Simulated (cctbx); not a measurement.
# Occupancies in NaLiGaAgAs2

Cell a = 11.5230 Å, b = 13.4460 Å, c = 5.6820 Å, α = 90.00°, β = 90.00°, γ = 90.00°; space group Cmce (no. 64); nominal formula NaLiGaAgAs2.

The data are simulated with cctbx, not measured: Mo Kα, λ = 0.71073 Å, to d = 0.84 Å, 50 % of the full sphere, strongest reflection 20000 counts, noise from counting, a 1.5 % proportional error and a noise floor of 15 counts (s.d.); no absorption.

With every site full:

```text
Rint 0.037, 404 unique reflections to 0.84 A
cycle     R1     wR2    GooF  max shift (A)
   1  0.0652  0.1282   4.058   0.01134
   2  0.0263  0.0528   1.672   0.00025
final R1 0.0263 wR2 0.0528 GooF 1.672  parameters 32  data/parameter 12.6
atom        x        y        z      Ueq    occ   su(xyz)  su(Uiso or U11)
Ag1    0.50000  0.67591  0.20441   0.0166  1.000  0.00016  0.0005
As1    0.50000  0.60690  0.70889   0.0220  1.000  0.00024  0.0008
As2    0.75000  0.10890  0.25000   0.0247  1.000  0.00010  0.0007
Ga1    0.86892  0.00000  0.50000   0.0203  1.000  0.00012  0.0006
Na2    0.25000  0.82376  0.25000   0.0014  1.000  0.00031  0.0018  NPD
Li1    0.38199  0.00000  0.50000   0.0397  1.000  0.00227  0.0158
difference map: max 1.17 min -1.36 rms 0.28
Q1    0.2500  0.2130  0.7500    8    1.26  0.49 A from Na2
Q2    0.2417  0.1652  0.8436   16    1.18  0.56 A from Na2
Q3    0.2500  0.1406  0.7500    8    1.17  0.48 A from Na2
Q4    0.2000  0.1719  0.7333   16    0.95  0.59 A from Na2
Q5    0.0000  0.0958  0.6262    8    0.94  0.49 A from As1
Q6    0.0000  0.1821  0.2687    8    0.93  0.37 A from Ag1
```

With the occupancies of the suspect sites free, each still typed as its main element:

```text
Rint 0.037, 404 unique reflections to 0.84 A
cycle     R1     wR2    GooF  max shift (A)
   1  0.0836  0.1648   5.231   0.00152
  11  0.0162  0.0284   0.902   0.00003
final R1 0.0162 wR2 0.0284 GooF 0.901  parameters 34  data/parameter 11.9
atom        x        y        z      Ueq    occ   su(xyz)  su(Uiso or U11)
Ag1    0.50000  0.67588  0.20456   0.0175  1.000  0.00009  0.0003
As1    0.50000  0.60686  0.70880   0.0228  1.000  0.00013  0.0004
As2    0.75000  0.10887  0.25000   0.0256  1.000  0.00005  0.0004
Ga1    0.86891  0.00000  0.50000   0.0166  0.932  0.00007  0.0004
Na2    0.25000  0.82380  0.25000   0.0134  1.178  0.00017  0.0011
Li1    0.38199  0.00000  0.50000   0.0385  1.000  0.00119  0.0082
su of occupancy Ga1: 0.003
su of occupancy Na2: 0.010
difference map: max 0.83 min -1.00 rms 0.22
Q1    0.0000  0.0000  0.5000    4    0.83  1.51 A from Ga1
Q2    0.2500  0.1222  0.7500    8    0.68  0.73 A from Na2
Q3    0.1822  0.0501  0.0148   16    0.67  1.00 A from Li1
Q4    0.1513  0.2216  0.1090   16    0.67  1.93 A from Ag1
Q5    0.2285  0.1691  0.0527   16    0.66  1.41 A from As2
Q6    0.0599  0.0728  0.4233   16    0.65  1.35 A from Ga1
```

**Question.** What is the disorder?

X-rays count electrons. Ga1 refines to 0.932(0.003), or 28.9 electrons; the site truly holds 0.9 Ga and 0.1 Na, 29.0 electrons, which is 0.935 of Ga; Na2 refines to 1.178(0.010), or 13.0 electrons; the site truly holds 0.9 Na and 0.1 Ga, 13.0 electrons, which is 1.182 of Na. A value under 1 can't tell vacancies from a lighter guest, and one over 1 needs a heavier guest; chemistry or a second radiation must settle which. Occupancy correlates with U and the scale, and the two elements' form factors differ in shape, so the match is approximate.

Freeing them takes R1 from 0.0263 to 0.0162 and GooF from 1.67 to 0.90.

The model was made for the exercise: a known structure type with other elements put in, its volume estimated, not relaxed; displacement parameters are assumed.

[Middle refinement cycles are left out of these outputs.]

[Logs are printed without paths, hosts, clocks, repeated set-up lines and the standing remarks that a program may print on its own settings, such as how far it seeks lower states.]
